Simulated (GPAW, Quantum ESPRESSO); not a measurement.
# F K ELNES/XANES of NaF (Villiaumite, Fm-3m) from DFT, part 2 of 5

Aim: the F K edge of NaF (Villiaumite, Fm-3m) by two routes, a Lanczos recursion (XSpectra) and a sum over empty bands (GPAW), to see which features are robust.

Quantum ESPRESSO 7.5 and GPAW 26.7.0; core-hole supercells, plane-wave PAW PBE.

So far. Step 2 (The field without a hole (Quantum ESPRESSO)): The mesh shows a gap of 6.29 eV, so the hole is first treated in a charged cell, without the excited electron. Step 3 (Spectrum without a core hole, F atom 2 (Quantum …): Main maxima below 24 eV (height): 6.9 eV (3.20), 13.4 eV (2.15), 15.3 eV (0.99), 16.5 eV (0.85) and 22.4 eV (2.16). A K edge sees empty p states on the absorber.

## 6. The atom with a core hole (Quantum ESPRESSO)

Level of this step: all-electron atom with a core hole and its PAW potential, PBE, scalar-relativistic (Quantum ESPRESSO).

The frozen core must hold the hole, so the absorber gets a data set of its own.

Contents of F.pbe-n-kjpaw-1sch.ld1.in:

```
&input
   title='F', zed=9., rel=1, iswitch=3, dft='PBE',
   config='1s1 2s2 2p6'
/
&inputp
   file_pseudopw='F.pbe-n-kjpaw-1sch.UPF', author='',
   lpaw=.true.,
   pseudotype=3,
   lloc=-1,
   rcloc=0.9,
   which_augfun='PSQ',
   rmatch_augfun_nc=.true.,
   nlcc=.true.,
   new_core_ps=.true.,
   rcore=0.7,
   tm=.true.,
   zval=8,
   lgipaw_reconstruction=.true., use_paw_as_gipaw=.true.
/
4
2S  1  0  2.00  0.00  1.00  1.30  0.0
2S  1  0  0.00  0.40  1.00  1.30  0.0
2P  2  1  6.00  0.00  0.90  1.40  0.0
2P  2  1  0.00  0.15  0.90  1.40  0.0
```

On the command line:

```sh
$ ld1.x < F.pbe-n-kjpaw-1sch.ld1.in > F.pbe-n-kjpaw-1sch.ld1.out
```

The program printed:

```text
     [... banner and references ...]
PAW data will be used for GIPAW calculation
     --------------------------- All-electron run ----------------------------

     F
     scalar relativistic calculation

     atomic number is  9.00
     dft =PBE   lsd =0 sic =0 latt =0  beta=0.20 tr2=1.0E-14
     Exchange-correlation= PBE
                           (   1   4   3   4   0   0   0)
     mesh =1105 r(mesh) =  99.76081 a.u. xmin = -7.00 dx = 0.01250
     1 Ry =  13.60569312 eV, c = 137.03599908

     n l     nl                  e(Ry)          e(Ha)          e(eV)
     1 0     1S 1( 1.00)       -53.7176       -26.8588      -730.8650
     2 0     2S 1( 2.00)        -2.3873        -1.1937       -32.4815
     2 1     2P 1( 6.00)        -1.0158        -0.5079       -13.8204

     final scf error:  9.3E-16 reached in  26 iterations

     Etot =    -149.136729 Ry,     -74.568364 Ha,   -2029.108564 eV

     Ekin =     148.815989 Ry,      74.407994 Ha,    2024.744676 eV
     Encl =    -370.415504 Ry,    -185.207752 Ha,   -5039.759674 eV
     Eh   =      89.485097 Ry,      44.742548 Ha,    1217.506763 eV
     Exc  =     -17.022310 Ry,      -8.511155 Ha,    -231.600329 eV

     normalization and overlap integrals

     s(1S/1S) =  1.000000  <r> =   0.1706  <r2> =    0.0392  r(max) =   0.1111
     s(1S/2S) = -0.000309
     s(2S/2S) =  1.000000  <r> =   0.9474  <r2> =    1.0970  r(max) =   0.7155
     s(2P/2P) =  1.000000  <r> =   0.9769  <r2> =    1.2797  r(max) =   0.6236

     ------------------------ End of All-electron run ------------------------

     --------------------- Generating PAW atomic setup --------------------

      Generating local potential from pseudized AE potential:
      Matching radius rcloc =   0.9000

[...]
(   1   4   3   4   0   0   0)
     mesh =1105 r(mesh) =  99.76081 a.u. xmin = -7.00 dx = 0.01250
     1 Ry =  13.60569312 eV, c = 137.03599908

     n l     nl                  e(Ry)          e(Ha)          e(eV)
[...]
final scf error:  9.3E-16 reached in  26 iterations

     Etot =    -149.136729 Ry,     -74.568364 Ha,   -2029.108564 eV

     Ekin =     148.815989 Ry,      74.407994 Ha,    2024.744676 eV
     Encl =    -370.415504 Ry,    -185.207752 Ha,   -5039.759674 eV
     Eh   =      89.485097 Ry,      44.742548 Ha,    1217.506763 eV
     Exc  =     -17.022310 Ry,      -8.511155 Ha,    -231.600329 eV

     normalization and overlap integrals

     s(1S/1S) =  1.000000  <r> =   0.1706  <r2> =    0.0392  r(max) =   0.1111
     s(1S/2S) = -0.000309
     s(2S/2S) =  1.000000  <r> =   0.9474  <r2> =    1.0970  r(max) =   0.7155
     s(2P/2P) =  1.000000  <r> =   0.9769  <r2> =    1.2797  r(max) =   0.6236

     ------------------------ End of All-electron run ------------------------

     ---------------------- Testing the pseudopotential ----------------------

     F
     scalar relativistic calculation

     atomic number is  9.00   valence charge is  8.00
     dft = SLA  PW   PBX  PBC   lsd =0 sic =0 latt =0  beta=0.20 tr2=1.0E-14
     mesh =1105 r(mesh) =  99.76081 xmin = -7.00 dx = 0.01250

     n l     nl             e AE (Ry)        e PS (Ry)    De AE-PS (Ry)
     1 0     2S   1( 2.00)       -2.38734       -2.38734        0.00000
     2 1     2P   1( 6.00)       -1.01578       -1.01578        0.00000

     eps = 4.1E-17  iter =  4

     Etot =    -149.136729 Ry,     -74.568364 Ha,   -2029.108564 eV
     Etotps =   -73.600392 Ry,     -36.800196 Ha,   -1001.384345 eV

     Ekin =      70.206890 Ry,      35.103445 Ha,     955.213402 eV
     Encl =    -188.305643 Ry,     -94.152822 Ha,   -2562.028797 eV
     Ehrt =      61.520669 Ry,      30.760335 Ha,     837.031343 eV
     Ecxc =     -17.022308 Ry,      -8.511154 Ha,    -231.600293 eV
     (Ecc =      -0.030274 Ry,      -0.015137 Ha,      -0.411898 eV)

     ---------------------- End of pseudopotential test ----------------------
```

Run time: 0.75 s. Hardware: 1 MPI rank of Arm Neoverse N1, shared host; peak memory 0.12 GiB.

Removing the core electron and adding it to the valence shell costs the free atom 685.1 eV.

## 7. Supercell with FCH, F atom 2 (Quantum ESPRESSO)

The holes are 5.7 Å apart. The excited electron is left out and a uniform background balances the charge.

Contents of scf.in:

```
&control
   calculation='scf', prefix='x', pseudo_dir='../pp', outdir='tmp', tprnfor=.true.
/
&system
   ibrav=0, nat=12, ntyp=3, nbnd=52
   ecutwfc=62, ecutrho=360
   occupations='fixed'
   tot_charge=1
/
&electrons
   conv_thr=1.2e-07, electron_maxstep=120
   mixing_beta=0.5
/
ATOMIC_SPECIES
Na 1.0 Na.pbe-spnl-kjpaw.UPF
F0 1.0 F.pbe-n-kjpaw-1sch.UPF
F 1.0 F.pbe-n-kjpaw.UPF
CELL_PARAMETERS angstrom
  2.32000000 4.64000000 2.32000000
  4.64000000 -2.32000000 -2.32000000
  2.32000000 2.32000000 -4.64000000
ATOMIC_POSITIONS crystal
Na   0.00000000 0.00000000 0.00000000
Na   0.50000000 0.16666667 0.16666667
Na   0.00000000 0.33333333 0.33333333
Na   0.50000000 0.50000000 0.50000000
Na   0.00000000 0.66666667 0.66666667
Na   0.50000000 0.83333333 0.83333333
F0   0.75000000 0.25000000 0.75000000
F    0.25000000 0.41666667 0.91666667
F    0.75000000 0.58333333 0.08333333
F    0.25000000 0.75000000 0.25000000
F    0.75000000 0.91666667 0.41666667
F    0.25000000 0.08333333 0.58333333
K_POINTS automatic
4 4 4 0 0 0
```

On the command line:

```sh
$ OMP_NUM_THREADS=1 mpirun --oversubscribe --bind-to none -np 4 pw.x -nk 4 -in scf.in > scf.out
```

The program printed:

```text
     [... banner and references ...]
[banner, memory and clock lines left out]
using ibrav=0 with symmetry is DISCOURAGED, use correct ibrav instead

     G-vector sticks info

     bravais-lattice index     =            0
     lattice parameter (alat)  =      10.7390  a.u.
     unit-cell volume          =    1011.2110 (a.u.)^3
     number of atoms/cell      =           12
     number of atomic types    =            3
     number of electrons       =        96.00
     number of Kohn-Sham states=           52
     kinetic-energy cutoff     =      62.0000  Ry
     charge density cutoff     =     360.0000  Ry
     scf convergence threshold =      1.2E-07
     mixing beta               =       0.5000
     number of iterations used =            8  plain     mixing
     Exchange-correlation= SLA  PW   PBX  PBC
                           (   1   4   3   4   0   0   0)

     celldm(1)=  10.738966  celldm(2)=   0.000000  celldm(3)=   0.000000
     celldm(4)=   0.000000  celldm(5)=   0.000000  celldm(6)=   0.000000

     crystal axes: (cart. coord. in units of alat)
               a(1) = (   0.408248   0.816497   0.408248 )
               a(2) = (   0.816497  -0.408248  -0.408248 )
               a(3) = (   0.408248   0.408248  -0.816497 )

     reciprocal axes: (cart. coord. in units 2 pi/alat)
               b(1) = (  0.612372  0.612372  0.612372 )
               b(2) = (  1.020621 -0.612372  0.204124 )
               b(3) = ( -0.204124  0.612372 -1.020621 )

     PseudoPot. #1 for Na:     Pseudo is Projector augmented-wave + core cor, Zval =  9.0

     ../pp/F.pbe-n-kjpaw-1sch.UPF
     Pseudo is Projector augmented-wave + core cor, Zval =  8.0
     Shape of augmentation charge: PSQ
[...]
estimated scf accuracy    <       0.00000036 Ry

     iteration #  8     ecut=    62.00 Ry     beta= 0.50
     Davidson diagonalization with overlap
     ethr =  3.76E-10,  avg # of iterations =  4.3

     End of self-consistent calculation

          k = 0.0000 0.0000 0.0000 (  8355 PWs)   bands (ev):

   -46.1826 -46.1757 -46.1571 -46.1510 -46.1490 -46.1489 -27.8921 -18.6741
   -18.5007 -18.4462 -18.4348 -18.2803 -18.2168 -18.1682 -18.1394 -18.1140
   -18.0943 -18.0826 -18.0641 -18.0433 -18.0246 -18.0149 -18.0138 -18.0102
   -18.0093 -17.7103 -17.3403 -17.1479 -17.1456 -17.0656  -9.1750  -9.1742
    -9.1700  -0.1192   0.0753   0.1501   0.4147   0.4674   0.5523   0.6088
     0.6486   0.7369   0.8763   0.9317   0.9924   1.2103   1.3458   1.3556
     6.8385  11.5902  11.9011  12.3230

     [... bands of 23 further k-points ...]

     highest occupied, lowest unoccupied level (ev):     1.3556    6.8385

!    total energy              =   -1027.45808737 Ry
     total all-electron energy =     -3098.768536 Ry
     estimated scf accuracy    <       0.00000005 Ry

     The total energy is the sum of the following terms:
     one-electron contribution =    -534.12652735 Ry
     hartree contribution      =     318.85791883 Ry
     xc contribution           =    -148.55781192 Ry
     ewald contribution        =    -511.65313850 Ry
     one-center paw contrib.   =    -151.97852844 Ry

     convergence has been achieved in   8 iterations

     Forces acting on atoms (cartesian axes, Ry/au):

     atom    1 type  1   force =     0.00186948    0.04115006    0.00186948
     atom    2 type  1   force =    -0.00380749   -0.00380066   -0.04300853
     atom    3 type  1   force =     0.00380749    0.00380066    0.04300853
[...]
atom   11 type  3   force =    -0.00002051    0.00000000    0.00002051
     atom   12 type  3   force =     0.00888563    0.00000000   -0.00888563

     Total force =     0.105977     Total SCF correction =     0.000180

     XML data file, charge density, pseudopotentials, collected wavefunctions
```

Wall time 95 s (4 MPI ranks); peak memory 0.21 GiB; 6.3 min of CPU time.

Energy with the hole: -42160.894 eV, cores included.

(Part 2 of 5 ends here.)

[Banner, clock and machine lines of the logs are left out without a mark of their own.]

[Logs are printed without paths, hosts, clocks, repeated set-up lines and the standing remarks that a program may print on its own settings, such as how far it seeks lower states.]

[Hosts, paths, dates, database ids (printed as entryN), source tags and the programs' standing remarks are cut or masked in the printed files.]

[Lists of maxima count a maximum above −3 eV only where it reaches 4 % of the highest in the window and stands out from its surroundings by 2 % of it (1.5 % where it reaches 55 %); shoulders and weaker maxima are passed over, and of the rest the first, up to two pre-edge ones and the few strongest are named.]
